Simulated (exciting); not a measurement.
Two BSE runs for the O K edge of NaTlO, space group P6_3mc. Run A: exciting, all-electron LAPW+lo, LDA, exchange and screened direct term (singlet BSE), 5×5×1 shifted k points, 40 conduction bands, |G+q| up to 3 bohr⁻¹, full RPA screening with nempty = 73, Lorentzian half width 0.45 eV. Run B has a fault in its input.

Energy from the Kohn–Sham onset, core level to the lowest empty state found on the meshes used; one zero for both, scaled to A's maximum:

```
E (eV)     A     B
  -5.0  0.01  0.02
  -4.5  0.02  0.02
  -4.0  0.02  0.02
  -3.5  0.02  0.03
  -3.0  0.03  0.03
  -2.5  0.04  0.04
  -2.0  0.05  0.05
  -1.5  0.06  0.08
  -1.0  0.10  0.12
  -0.5  0.17  0.24
   0.0  0.38  0.57
   0.5  0.82  1.03
   1.0  1.00  1.05
   1.5  0.81  0.74
   2.0  0.57  0.53
   2.5  0.49  0.50
   3.0  0.69  0.67
   3.5  0.56  0.50
   4.0  0.45  0.42
   4.5  0.46  0.43
   5.0  0.47  0.45
   5.5  0.43  0.40
   6.0  0.31  0.29
   6.5  0.24  0.23
   7.0  0.25  0.24
   7.5  0.37  0.35
   8.0  0.33  0.30
   8.5  0.27  0.25
   9.0  0.31  0.29
   9.5  0.25  0.24
  10.0  0.21  0.20
  10.5  0.20  0.19
  11.0  0.18  0.18
  11.5  0.19  0.19
  12.0  0.24  0.23
  12.5  0.30  0.29
  13.0  0.27  0.26
  13.5  0.23  0.22
  14.0  0.22  0.21
  14.5  0.24  0.24
  15.0  0.25  0.24
  15.5  0.27  0.27
  16.0  0.26  0.26
  16.5  0.23  0.23
  17.0  0.23  0.22
  17.5  0.23  0.22
  18.0  0.26  0.25
```

**Question.** What most likely went wrong in run B?

Far too few empty states in the screening (empty states in the screening from 73 to 8). Against run A the r.m.s. difference is 13 %. The highest maximum lies at 0.7 eV (1.12), against 0.9 eV (1.00). The first bright state moves from 0.40 to 0.27 eV. Too few states underscreen, so the attraction is too strong. Other settings could leave a like mark; this is the change that was made.

[Banner, clock and machine lines of the logs are left out without a mark of their own.]

[Logs are printed without paths, hosts, clocks, repeated set-up lines and the standing remarks that a program may print on its own settings, such as how far it seeks lower states.]

[Hosts, paths, dates, database ids (printed as entryN), source tags and the programs' standing remarks are cut or masked in the printed files.]
